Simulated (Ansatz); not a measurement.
# The perfect Al wire along [110], 4 atoms a period, part 2 of 2

Wanted: the relaxed geometry and the bands of the Al wire along [110], 4 atoms a period.

Ansatz 0.2.0; DFT PBE, plane waves, PAW; relaxation of a wire's period; PAW set soft_1 (the session's first sound run).

So far: Set-up; Relaxing the period.

## Step 2: Relaxing the period (continued)

Step by step:

```tsv
step	energy less that of the first step (eV)	largest force component (eV/Å)	pressure (GPa)	volume (Å³)
1	0.0000	0.2513	-1.42	299.05
2	-0.2682	0.0743	-0.74	284.45
3	-0.3915	0.2471	-0.26	269.86
4	-0.1963	1.4003	1.56	264.07
5	-0.4012	0.0563	-0.01	269.04
6	-0.4032	0.0169	-0.04	269.68
7*	-0.4026	0.0167	-0.04	269.68
```

Relaxation steps marked * repeat the geometry before them on a plane-wave basis chosen anew for their cell, so energy and pressure can jump there. Relaxation step 4 was tried and not accepted.

The run keeps the 8 symmetry operations that it works with, so distortions that break them were not tested.

```tsv
cell as run	before	after	change
c (Å)	2.857	2.576	-9.8 %
```

The atoms that moved most (Å, along periodic axes as changes of fractional coordinates times the final cell, across vacuum about the mean position):

```tsv
atom	dx	dy	dz	length
Al1	-0.051	0.000	0.000	0.051
Al2	0.051	0.000	0.000	0.051
Al3	0.000	0.025	0.000	0.025
Al4	0.000	-0.025	0.000	0.025
```

Final coordinates:

```cif
data_structure
_symmetry_space_group_name_H-M 'P 1'
_symmetry_Int_Tables_number 1
_cell_length_a 10.8400
_cell_length_b 9.6570
_cell_length_c 2.5762
_cell_angle_alpha 90.000
_cell_angle_beta 90.000
_cell_angle_gamma 90.000
_cell_volume 269.68
loop_
_atom_site_label
_atom_site_type_symbol
_atom_site_fract_x
_atom_site_fract_y
_atom_site_fract_z
_atom_site_occupancy
Al1 Al 0.30899 0.49999 0.00000 1
Al2 Al 0.69101 0.49999 0.00000 1
Al3 Al 0.50000 0.35469 0.50000 1
Al4 Al 0.50000 0.64528 0.50000 1
```

This step gave:

```yaml
energy_at_zero_smearing: -2147.2552 eV
cell_length_along_the_wire: 2.576 Å
```

The cell's length comes to 2.576 Å with spin left out.

## Step 3: The perfect wire

This step: DFT PBE, plane waves, PAW; bands of a perfect wire; PAW set soft_1 (Ansatz 0.2.0).

At the relaxed period the bands are computed along the axis; those that cross an energy going forward count the channels that a perfect wire would open there.

The input, input.yaml:

```yaml
crystal:
  lattice:
    - [10.84, 0.0, 0.0]
    - [0.0, 9.657, 0.0]
    - [0.0, 0.0, 2.5762110663]
  atoms:
    - { symbol: Al, position: [0.308988749, 0.499985057, 0.0] }
    - { symbol: Al, position: [0.691011251, 0.499985057, 0.0] }
    - { symbol: Al, position: [0.5, 0.354687295, 0.5] }
    - { symbol: Al, position: [0.5, 0.645282819, 0.5] }
kpoints:
  mp_grid: { grid: [1, 1, 32] }
  band_path: { path: ["Γ", Z], npoints: 90 }
scf:
  occupations: { method: fermi_dirac, width: 0.05 }
hamiltonian:
  xc: pbe
  pseudopotentials: { kind: paw, azcp: { folder: soft_1 } }
output:
  dos: { e_range: [-5, 4] }
  write_potential: true
  write_density: true
  volumetric_format: npy
```

The run is started by

```sh
ansatz run input.yaml --threads 4 --pin off --max-ram 16384MiB --backend cpu --events-out ev --progress --plain --runs-dir out
```

Numbers of over 12 decimals in the logs are rounded to 6 here.

The program printed:

```text
[...]
Crystal: 4 atoms, lattice volume = 269.683 Å³
Basis set: ecut = 420 eV, 5301 PW (Γ)
Bands: 10, of which v1, the nominal top of the filled ones, is band 6 counted from 1 (5 counted from 0)
Symmetry: 8 space group operations
[...]
k-points: 17 of 32
[...]
SCF iter   1: F=—  HF=-2148.459012 eV  |F-HF|=—  |Δ(HF+E_count)|=         —  Δρ=1.92e-2  dr2=4.80e0  ethr=3.10e-3  ⟨swp⟩=8.3  Hψ=1536  notcnv=0
[...]
SCF iter   8: F=-2147.265528 eV  HF=-2147.265528 eV  |F-HF|=3.36e-10  |Δ(HF+E_count)|=   3.30e-8  Δρ=7.19e-7  dr2=2.71e-9  ethr=8.33e-10  ⟨swp⟩=4.9  Hψ=786  notcnv=0
SCF 1 converged in 8 iterations: F = -2147.265528 eV  dr2 = 2.71e-9
[...]
NSCF: frozen V_eff on 91 k-points
WARN: The output density's exchange-correlation potential varies sharply where the density is thin. Do not read a vacuum level from v_tot or v_xc, or from such a field of the output density. On a cell that repeats whose density bears no net charge and no dipole along the vacuum's axis use v_es (v_loc + v_h of the components); under efield.dipole_correction with no amplitude use v_es + v_field, which holds any externa [...]
SCF converged after 8 iterations
Free energy (F): -2147.265528 eV
[...]
Internal energy: -2147.247740 eV  (E = F + TS)
E sigma→0 (E₀):  -2147.256634 eV
Entropy (-TS):   -0.017789 eV (-4.447 meV/atom)
Fermi energy:    -1.150124 eV
[...]
--- Band table (eV; the first three rows and the last of 17) ---
[...]
```

The job ended after 3.6 s (4 threads of Intel Xeon Platinum 8375C at 2.90GHz (Ice Lake), shared host; peak memory 0.55 GiB; 13 s of CPU time).

Reading the cycles: dr2 is the Hartree energy of the density residual (eV), the measure of convergence; HF is the Harris–Foulkes estimate of the energy, which meets the free energy F at convergence.

This step gave:

| Property | Result |
| --- | --- |
| energy at zero smearing | -2147.2566 eV |
| band gap | 0 eV |

Electronic bands along the path, in eV, zero at the Fermi level:

```tsv
point	band 3	band 4	band 5	band 6	band 7	band 8	band 9	band 10
Γ	-5.90	-3.99	-2.16	-1.95	-0.94	0.75	2.35	2.47
halfway	-4.55	-2.68	-0.86	-0.66	0.35	2.05	2.40	3.49
Z	-2.27	-1.30	-0.79	0.29	1.18	1.69	3.00	3.09
```

The electronic bands as a text plot (rows in eV, shown from -8.0 to 2.2 only):

```
    2.0 |                         ******       *******  **** ***
    1.6 |                   ******      **    ****** *****      *
    1.1 |          *********              ****    *****  **   ***
    0.7 |**********                    ***  ******** **    ***
    0.3 |                         *****      ****      *****  ***
   -0.1 |                   ******      **********  ***** **
   -0.6 |          *********       *******        **        ****
   -1.0 |**********           ********                          *
   -1.4 |              **********                           *****
   -1.8 |******************                 **********   ***
   -2.3 |********                      *****          ***     ***
   -2.7 |                         *****            ***   *****
   -3.1 |                    *****              ***    ******
   -3.5 |            ********               ****    ***      **
   -4.0 |************                   ****     ***           **
   -4.4 |                            ***      ***             ***
   -4.8 |                       *****     ****              **
   -5.2 |                *******       ***               ***
   -5.7 |    ************         *****               ***
   -6.1 |****               ******                  **
   -6.5 |           ********                     ***
   -6.9 |***********                         ****
   -7.4 |                                 ***
   -7.8 |                             ****
         Γ                                                      Z
```

Between Γ and Z the bands cross the Fermi level 6 times, so a perfect wire would conduct at least 6 G₀, with spin left out.

## Step 4: Outcome

```
cell length, PBE                                            : 2.576 Å
ballistic conductance by band crossings, a lower bound, PBE : 6 G₀
```

**Reading.** Under PBE the cell's length is 2.58 Å, and the bands cross the Fermi level 6 times between Γ and Z, which gives a perfect wire at least 6 G₀ (opposite crossings within one step of the path cancel in such a count).

[Logs are printed without paths, hosts, clocks, repeated set-up lines and the standing remarks that a program may print on its own settings, such as how far it seeks lower states.]

[Hosts, paths, dates, database ids (printed as entryN), source tags and the programs' standing remarks are cut or masked in the printed files.]
